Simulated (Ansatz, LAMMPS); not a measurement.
**Glassy 63SiO2-9CaO-11ZnO-11SrO-6Sc2O3 (mol %) (98 atoms) in motion**

Wanted: a short trajectory of glassy 63SiO2-9CaO-11ZnO-11SrO-6Sc2O3 (mol %) (98 atoms) with its pair distributions.

Method: Kohn-Sham DFT, PBE, PAW (set soft_2), plane waves, in Ansatz 0.2.0.

**1. The structure**

The cell holds 98 atoms: 22 Si, 3 Ca, 4 Zn, 4 Sr, 4 Sc and 61 O. Its edges and angles: a = 11.062 Å, b = 11.062 Å, c = 11.062 Å, α = 90.0°, β = 90.0°, γ = 90.0°. 98 atoms (22 Si, 3 Ca, 4 Zn, 4 Sr, 4 Sc, 61 O) placed at random at 2.93 g/cm³, melted at 4000 K for 10 ps at fixed volume with the Morse and Coulomb pair potential with partial charges (Pedone, Malavasi, Menziani, Cormack and Segre, J. Phys. Chem. B 110, 11780 (2006)). Quenched from 4000 K to 300 K at 25 K/ps and fixed volume, held 10 ps at zero pressure, then minimised at fixed cell.

What the set-up can't give: The quench rate of 25 K/ps is many orders above laboratory rates, so the cell is likely richer in defects and strain than a real sample. The starting topology of bonds comes from the classical model. Only the Γ point is sampled, in a cell whose shortest periodic width is 11 Å.

**2. Single point at the start**

A single point comes first, to see the forces before anything moves.

The input, input.yaml:

```yaml
crystal:
  lattice:
    - [11.06175, 0.0, 0.0]
    - [0.0, 11.06175, 0.0]
    - [0.0, 0.0, 11.06175]
  atoms:
    - { symbol: Si, position: [0.85319, 0.26179, 0.97876] }
    - { symbol: Si, position: [0.66638, 0.16523, 0.60579] }
    - { symbol: Si, position: [0.37882, 0.52328, 0.38184] }
    - { symbol: Si, position: [0.81124, 0.95995, 0.73925] }
    [... 88 atom lines left out ...]
    - { symbol: O, position: [0.83747, 0.39228, 0.68887] }
    - { symbol: O, position: [0.317, 0.06347, 0.98678] }
    - { symbol: O, position: [0.00449, 0.24487, 0.62145] }
    - { symbol: O, position: [0.84744, 0.60705, 0.61072] }
    - { symbol: O, position: [0.49899, 0.72508, 0.2537] }
    - { symbol: O, position: [0.69639, 0.72603, 0.97564] }
kpoints:
  mp_grid: { grid: [1, 1, 1] }
hamiltonian:
  xc: pbe
scf:
  occupations: { method: fermi_dirac, width: 0.05 }
output:
  forces: true
```

Launch:

```sh
ansatz run input.yaml --threads 4 --pin off --max-ram 8192MiB --backend cpu --events-out ev --progress --plain --runs-dir out
```

The job ended after 13 s (4 threads of Arm Neoverse V2, shared host; peak memory 1.9 GiB; 51 s of CPU time).

Numbers from this run:

- free energy: -90159.2930 eV
- free energy per atom: -919.9928 eV/atom
- SCF cycles: 10
- r.m.s. force component: 1.006 eV/Å
- longest force: 3.656 eV/Å
- Fermi energy: 6.417 eV

The r.m.s. force component of 1.0 eV/Å sets the starting point.

Neighbours are counted within 2.08 Å (O-Si), 2.76 Å (O-Sc), 3.12 Å (O-Sr), 2.38 Å (O-Zn), 2.83 Å (O-Ca).

Length of the force by element and coordination:

```csv
element,coordination,atoms,mean length of the force (eV/Å),spread,least,most
Ca,all,3,0.843,0.285,0.473,1.17
Ca,5,2,0.681,0.207,0.473,0.888
Ca,6,1,1.17,0,1.17,1.17
O,all,61,1.70,0.720,0.188,3.66
O,2,28,1.42,0.690,0.457,3.66
O,3,28,1.94,0.664,0.188,2.96
O,4,5,1.94,0.596,0.785,2.47
Sc,all,4,1.45,0.562,0.659,2.24
Sc,4,1,0.659,0,0.659,0.659
Sc,5,2,1.79,0.445,1.35,2.24
Sc,6,1,1.55,0,1.55,1.55
Si,all,22,1.71,0.595,0.858,3.51
Sr,all,4,0.814,0.352,0.557,1.42
Sr,4,2,0.640,0.0245,0.616,0.665
Sr,6,1,0.557,0,0.557,0.557
Sr,7,1,1.42,0,1.42,1.42
Zn,all,4,0.625,0.260,0.307,1.02
Zn,3,1,0.661,0,0.661,0.661
Zn,4,3,0.613,0.299,0.307,1.02
```

**3. Dynamics at 300 K**

Without a thermostat the total energy must stay constant, which tests forces and time step. The time step is 1.0 fs.

Changes to input.yaml since step 2:

```diff
@@ -15 +15,8 @@
   forces: true
+md:
+  timestep: 1.0
+  n_steps: 260
+  ensemble: nve
+  temperature: 300
+  initial_velocities: maxwell_boltzmann
+  seed: 8608
```

The job ended after 31 min (4 threads; peak memory 2 GiB).

The program notes that it switched symmetry off.

The trajectory, sampled:

```csv
time (fs),T (K),potential (meV/atom),conserved (meV/atom)
0.0,300,0.0,0.00
17.0,342,-5.4,-0.01
35.0,287,1.7,-0.02
52.0,332,-4.1,-0.02
69.0,338,-4.9,-0.04
87.0,369,-8.9,-0.05
104.0,336,-4.6,-0.03
121.0,315,-1.9,-0.01
139.0,347,-6.0,-0.03
156.0,330,-3.9,-0.02
173.0,316,-2.1,-0.02
191.0,399,-12.7,-0.05
208.0,329,-3.7,-0.03
225.0,330,-3.8,-0.02
243.0,301,-0.2,-0.02
260.0,291,1.2,-0.02
```

Mean square displacement from the first frame to the last: Si 0.064 Å², Ca 0.16 Å², Zn 0.14 Å², Sr 0.13 Å², Sc 0.059 Å², O 0.12 Å².

The mean square displacement by time lag:

```csv
time lag (fs),Ca (Å²),O (Å²),Sc (Å²),Si (Å²),Sr (Å²),Zn (Å²)
1.0,1.6e-5,5.2e-5,1.6e-5,3.4e-5,9.7e-6,1.0e-5
6.0,5.6e-4,0.00182,5.5e-4,0.00116,3.5e-4,3.7e-4
11.0,0.00188,0.00559,0.00178,0.00348,0.00116,0.00125
17.0,0.00440,0.0113,0.00398,0.00673,0.00273,0.00293
22.0,0.00719,0.0161,0.00622,0.00899,0.00451,0.00483
27.0,0.0105,0.0204,0.00867,0.0106,0.00669,0.00716
33.0,0.0151,0.0253,0.0117,0.0120,0.00979,0.0105
38.0,0.0192,0.0291,0.0143,0.0130,0.0128,0.0136
44.0,0.0244,0.0336,0.0173,0.0144,0.0167,0.0178
49.0,0.0288,0.0369,0.0198,0.0157,0.0203,0.0216
54.0,0.0331,0.0398,0.0221,0.0170,0.0241,0.0256
60.0,0.0382,0.0430,0.0250,0.0189,0.0289,0.0308
65.0,0.0421,0.0460,0.0273,0.0207,0.0331,0.0353
70.0,0.0458,0.0495,0.0296,0.0229,0.0374,0.0399
76.0,0.0498,0.0543,0.0322,0.0258,0.0427,0.0455
81.0,0.0527,0.0585,0.0343,0.0280,0.0471,0.0503
87.0,0.0555,0.0632,0.0365,0.0304,0.0523,0.0559
92.0,0.0573,0.0670,0.0380,0.0320,0.0567,0.0605
97.0,0.0586,0.0706,0.0394,0.0336,0.0610,0.0650
103.0,0.0595,0.0750,0.0407,0.0356,0.0661,0.0703
108.0,0.0598,0.0785,0.0418,0.0375,0.0702,0.0745
113.0,0.0598,0.0817,0.0429,0.0394,0.0742,0.0785
119.0,0.0595,0.0852,0.0445,0.0416,0.0788,0.0830
124.0,0.0590,0.0878,0.0459,0.0432,0.0825,0.0865
130.0,0.0583,0.0907,0.0479,0.0450,0.0866,0.0905
```

Over the second half of 260 fs the temperature averages 342 K with swings of 30 K r.m.s. The conserved energy stays within 0.07 meV/atom. From first frame to last Ca has the largest mean square displacement, 0.16 Å² at the end; the farthest move is 0.90 Å. The count of bonds goes from 168 in the first frame to 172 in the last, by one set of cutoffs: 1 pairs passed out of them and 5 came within. The run spans 0.26 ps, too short for its means to be equilibrium values.

**4. Structure statistics late in the run**

The g(r) is a mean over the second half; what follows it is taken at the last frame.

Bonds before and after, by the cutoffs listed below:

```csv
pair,bonds before,bonds after,mean before (Å),mean after (Å),spread before (Å),spread after (Å)
O-Si,88,88,1.613,1.653,0.037,0.052
O-Sc,20,20,2.109,2.106,0.109,0.150
O-Sr,26,28,2.787,2.724,0.298,0.263
O-Zn,15,16,2.011,2.041,0.076,0.175
O-Ca,19,20,2.529,2.507,0.206,0.227
```

Density 3.07 g/cm³, 13.81 Å³ an atom.

Mean of 15 frames. Pair distribution functions g(r), in bins of 0.2 Å:

```csv
r (Å),total,O-O,O-Si,O-Sc,O-Sr,O-Zn,O-Ca
1.50,0.55,0.00,1.97,0.00,0.00,0.00,0.00
1.70,3.07,0.00,10.98,0.00,0.00,0.00,0.00
1.90,0.37,0.00,0.08,2.53,0.00,4.41,0.00
2.10,0.51,0.00,0.00,6.45,0.00,3.23,0.60
2.30,0.24,0.01,0.00,0.46,1.15,0.61,3.29
2.50,0.79,1.24,0.00,0.35,3.12,0.07,3.39
2.70,1.71,3.78,0.05,0.27,1.95,0.72,1.46
2.90,0.96,1.61,0.16,0.54,1.27,0.67,0.74
3.10,0.82,0.80,0.28,0.28,0.67,0.75,0.06
3.30,0.83,0.79,0.72,0.40,0.34,0.62,0.07
3.50,1.01,0.99,1.14,0.30,0.46,0.60,0.20
3.70,1.04,0.77,1.54,0.58,0.78,0.90,0.38
3.90,0.99,0.65,1.43,1.11,0.84,1.53,0.76
4.10,1.09,0.63,1.77,1.44,0.92,1.33,1.24
4.30,1.14,0.82,1.64,1.77,0.80,1.39,1.27
4.50,1.02,0.93,1.03,1.56,1.08,1.08,1.58
4.70,1.08,1.16,0.83,1.42,1.45,1.12,2.08
4.90,1.03,1.14,0.77,1.01,1.51,1.06,1.38
5.10,0.99,1.33,0.62,0.70,1.18,0.98,0.93
5.30,1.02,1.33,0.76,0.95,1.00,0.47,0.95
```

Bonds by pair of elements; cutoffs follow the first minimum of g(r), held within bounds set by covalent radii, and pairs that aren't listed don't count as bonded:

```csv
pair A-B,cutoff (Å),bonds,mean length (Å),spread (Å),shortest (Å),B about A,A about B
O-Si,2.16,88,1.65,0.052,1.54,1.44,4
O-Sc,2.76,20,2.11,0.15,1.92,0.328,5
O-Sr,3.43,28,2.72,0.263,2.33,0.459,7
O-Zn,2.48,16,2.04,0.175,1.80,0.262,4
O-Ca,3.18,20,2.51,0.227,2.13,0.328,6.67
```

How many atoms have how many bonded neighbours:

```csv
element,mean,2,3,4,5,6,7,8
Ca,6.67,0,0,0,0,1,2,0
O,2.82,22,28,11,0,0,0,0
Sc,5,0,0,1,2,1,0,0
Si,4,0,0,22,0,0,0,0
Sr,7,0,0,0,0,1,2,1
Zn,4,0,1,2,1,0,0,0
```

Bond angles (no mean is given where the spread exceeds 20°):

```csv
angle,count,mean (°),spread (°)
O-Si-O,132,109,6.6
O-Sr-O,85,-,-
O-Ca-O,57,-,-
O-Sc-O,41,-,-
Si-O-Sr,31,111,20
```

Oxygen atoms by the number of network formers (Si, P, Ge, B, Al, As, Ga) bound to them:

```csv
network formers bound to O,O atoms,per cent
0,2,3.3
1,30,49.2
2,29,47.5
```

Network units: each former by its oxygen neighbours and how many of them bridge to another former:

```csv
former,O neighbours,bridging O,atoms
Si,4,1,1
Si,4,2,8
Si,4,3,11
Si,4,4,2
```

Bond length by coordination (bonds to H left out):

```csv
element,coordination,atoms,mean bond length (Å)
Ca,6,1,2.42
Ca,7,2,2.54
O,2,22,1.69
O,3,28,2.04
O,4,11,2.30
Sc,4,1,2.04
Sc,5,2,2.1
Sc,6,1,2.16
Sr,6,1,2.65
Sr,7,2,2.74
Sr,8,1,2.75
Zn,3,1,1.92
Zn,4,2,2.02
Zn,5,1,2.14
```

Rings of the network by King's shortest-path rule, up to 12 atoms, one path for each pair of neighbours; H, halogens, alkali and alkaline-earth atoms are left out, and the last column divides by all other atoms, bonded or not:

```csv
ring size (atoms),rings,per network atom
4,3,0.033
6,7,0.077
8,9,0.099
10,25,0.275
12,17,0.187
```

First main peaks of g(r), for some of the pairs, lie near 2.7 Å (O-O), 1.6 Å (O-Si), 2.1 Å (O-Sc), 2.5 Å (O-Sr), 2.0 Å (O-Zn) and 2.4 Å (O-Ca). With the cutoffs above, 67 % of Ca atoms have 7, 46 % of O atoms have 3, 50 % of Sc atoms have 5 and all Si atoms have 4 bonded neighbours. The O-Si-O angle averages 109° with a spread of 7°. Counting bonds to Si alone, not to Sc and Zn, 48 % of the oxygens join two of these atoms and 49 % one; 3 % join none. The commonest Si unit has 4 oxygens, 3 of them shared with other formers (11 of 22 atoms). Rings of 10 atoms are the most common (41 % of those counted); sizes run from 4 to 12, where the search stops.

**5. Single point at the last frame**

The last frame is solved once more, with the analyses that the dynamics left out.

The input, input.yaml:

```yaml
crystal:
  lattice:
    - [11.06175, 0.0, 0.0]
    - [0.0, 11.06175, 0.0]
    - [0.0, 0.0, 11.06175]
  atoms:
    - { symbol: Si, position: [0.86047, 0.26521, 0.97756] }
    - { symbol: Si, position: [0.67169, 0.16417, 0.61202] }
    - { symbol: Si, position: [0.38788, 0.53133, 0.39883] }
    - { symbol: Si, position: [0.82179, 0.93816, 0.70522] }
    [... 88 atom lines left out ...]
    - { symbol: O, position: [0.84799, 0.41554, 0.68978] }
    - { symbol: O, position: [0.31772, 0.08181, 0.01771] }
    - { symbol: O, position: [0.99238, 0.25431, 0.62278] }
    - { symbol: O, position: [0.88222, 0.63751, 0.64259] }
    - { symbol: O, position: [0.47252, 0.71862, 0.23609] }
    - { symbol: O, position: [0.67986, 0.72012, 0.00612] }
kpoints:
  mp_grid: { grid: [1, 1, 1] }
hamiltonian:
  xc: pbe
scf:
  occupations: { method: fermi_dirac, width: 0.05 }
output:
  forces: true
  stress: true
  populations: true
  dos:
    method: { smearing: { sigma: 0.15 } }
    de: 0.1
    projected: { site_lists: { Ca: [Ca], O: [O], Sc: [Sc], Si: [Si], Sr: [Sr] } }
  eigenvalues: true
  write_density: true
  write_potential: true
  volumetric_format: npy
  elf: true
```

The job ended after 23 s (4 threads; peak memory 1.9 GiB).

Numbers from this run:

```yaml
free_energy: -90159.1801 eV
free_energy_per_atom: -919.9916 eV/atom
scf_cycles: 10
pressure: -0.8737 GPa
r_m_s_force_component: 0.9128 eV/Å
longest_force: 3.968 eV/Å
fermi_energy: 6.657 eV
spacing_of_highest_filled_and_lowest_empty_level: 2.49 eV
spilling_of_the_projection: 0.01184
```

Neighbours are counted within 2.16 Å (O-Si), 2.76 Å (O-Sc), 3.43 Å (O-Sr), 2.48 Å (O-Zn), 3.18 Å (O-Ca), the cutoffs taken from the dynamics.

Length of the force by element and coordination:

```csv
element,coordination,atoms,mean length of the force (eV/Å),spread,least,most
Ca,all,3,0.973,0.264,0.683,1.32
Ca,6,1,0.683,0,0.683,0.683
Ca,7,2,1.12,0.204,0.914,1.32
O,all,61,1.22,0.628,0.308,2.93
O,2,22,1.35,0.577,0.308,2.77
O,3,28,1.22,0.693,0.441,2.93
O,4,11,0.948,0.436,0.579,1.97
Sc,all,4,1.10,0.375,0.709,1.59
Sc,4,1,0.768,0,0.768,0.768
Sc,5,2,1.15,0.438,0.709,1.59
Sc,6,1,1.35,0,1.35,1.35
Si,all,22,2.18,0.787,0.928,3.97
Sr,all,4,0.419,0.144,0.321,0.667
Sr,6,1,0.368,0,0.368,0.368
Sr,7,2,0.494,0.173,0.321,0.667
Sr,8,1,0.321,0,0.321,0.321
Zn,all,4,0.817,0.273,0.493,1.20
Zn,3,1,0.940,0,0.940,0.940
Zn,4,2,0.845,0.352,0.493,1.20
Zn,5,1,0.636,0,0.636,0.636
```

Löwdin charges by element and coordination (they lack the spilled electrons, 0.074 e an atom on average):

```csv
element,coordination,atoms,mean charge (e),spread,least,most
Ca,all,3,1.77,0.0063,1.76,1.77
Ca,6,1,1.76,0,1.76,1.76
Ca,7,2,1.77,0.0066,1.76,1.77
O,all,61,-0.867,0.0982,-1.27,-0.745
O,2,22,-0.804,0.0596,-1.01,-0.745
O,3,28,-0.893,0.101,-1.27,-0.795
O,4,11,-0.926,0.085,-1.05,-0.826
Sc,all,4,1.28,0.0076,1.26,1.28
Sc,4,1,1.28,0,1.28,1.28
Sc,5,2,1.27,0.0074,1.26,1.28
Sc,6,1,1.28,0,1.28,1.28
Si,all,22,1.67,0.0411,1.58,1.73
Sr,all,4,1.78,0.0094,1.77,1.80
Sr,6,1,1.79,0,1.79,1.79
Sr,7,2,1.79,0.0094,1.78,1.80
Sr,8,1,1.77,0,1.77,1.77
Zn,all,4,1.48,0.0154,1.46,1.50
Zn,3,1,1.46,0,1.46,1.46
Zn,4,2,1.49,0.0112,1.48,1.50
Zn,5,1,1.48,0,1.48,1.48
```

States in the cell by windows of 1 eV, zero at the Fermi level; the larger projections on atomic orbitals stand beside the total:

```csv
from (eV),to (eV),total,O p,Si p,Sc d,Sr p
-18,-17,11.6,0.1,0.1,0.1,8.9
-17,-16,16.3,0.3,0.3,0.0,12.7
-16,-12,0.0,0.0,0.0,0.0,0.0
-12,-11,7.2,4.7,0.4,0.0,0.0
-11,-10,12.8,8.5,0.9,0.0,0.0
-10,-9,13.9,9.5,1.4,0.0,0.0
-9,-8,22.0,14.9,3.3,0.1,0.0
-8,-7,46.6,23.8,4.0,0.4,0.0
-7,-6,58.8,35.4,4.0,0.9,0.1
-6,-5,61.4,50.1,3.0,1.0,0.1
-5,-4,71.3,63.3,1.8,1.5,0.1
-4,-3,78.7,72.3,1.2,0.8,0.1
-3,-2,29.1,27.0,0.3,0.2,0.0
-2,-1,4.2,3.9,0.1,0.0,0.0
-1,1,0.0,0.0,0.0,0.0,0.0
1,2,5.5,0.4,0.1,2.8,0.0
2,3,30.3,2.8,1.2,18.3,0.0
3,4,27.9,2.8,2.5,6.8,0.0
4,5,41.3,3.4,6.2,3.0,0.0
```

Between -26 and -18 eV lie 136 more states.

The stored curve holds about 570 of the 616 electrons; the rest, give or take the few that broadening carries across the Fermi level, lie in deeper levels below its range.

Not all projections were asked for or kept, so they needn't add up to the total.

The levels nearest the highest filled one (over half full), pooled over k-points and spins:

```csv
level less the highest filled one (eV),occupation
-1.17,2
-1.11,2
-0.948,2
-0.868,2
-0.121,2
0,2
2.49,0
3.17,0
3.24,0
3.33,0
3.44,0
3.58,0
```

Mean Löwdin charges: Ca +1.77, O -0.87, Sc +1.28, Si +1.67, Sr +1.78, Zn +1.48 e (they miss 1.2 % of the electrons, so they add up to more than the cell's charge). The largest share in the top eV of filled states is O p (97 % of the projected weight), and in the lowest eV of empty states Sc d (66 % of the projected weight).

**6. What came out**

| Quantity | Value |
| --- | --- |
| mean temperature, second half | 341.7 K |
| temperature swing, second half | 29.73 K |
| slope of the conserved energy against time, by least squares | 0.0023 meV/atom/ps |
| free energy per atom | -919.9916 eV/atom |
| pressure | -0.8737 GPa |
| r.m.s. force component | 0.9128 eV/Å |
| gap (highest filled to lowest empty level) | 2.49 eV |
| wall time of the 3 DFT runs | 31 min |

**Reading.** Over the second half of 260 fs the temperature averages 342 K with swings of 30 K r.m.s. The conserved energy stays within 0.07 meV/atom. The count of bonds goes from 168 in the first frame to 172 in the last, by one set of cutoffs: 1 pairs passed out of them and 5 came within. The run spans 0.26 ps, too short for its means to be equilibrium values. With the cutoffs above, 67 % of Ca atoms have 7, 46 % of O atoms have 3, 50 % of Sc atoms have 5 and all Si atoms have 4 bonded neighbours. Counting bonds to Si alone, not to Sc and Zn, 48 % of the oxygens join two of these atoms and 49 % one; 3 % join none. Between filled and empty levels lie 2.49 eV (at Γ alone); a semilocal functional tends to put such gaps too low. In a disordered cell it changes from sample to sample, and tail or defect levels can set it.

Caveats: The network of bonds at the start is that of the classical potential that made the cell; in DFT 1 of its 168 bonded pairs passed out of the cutoffs and 5 came within them. The stress is far from hydrostatic: its diagonal is -2.0, 1.3, -1.9 GPa, compression counted positive. The pressure of a single frame lacks the kinetic term, about 0.34 GPa here.

[Logs are printed without paths, hosts, clocks, repeated set-up lines and the standing remarks that a program may print on its own settings, such as how far it seeks lower states.]

[Hosts, paths, dates, database ids (printed as entryN), source tags and the programs' standing remarks are cut or masked in the printed files.]
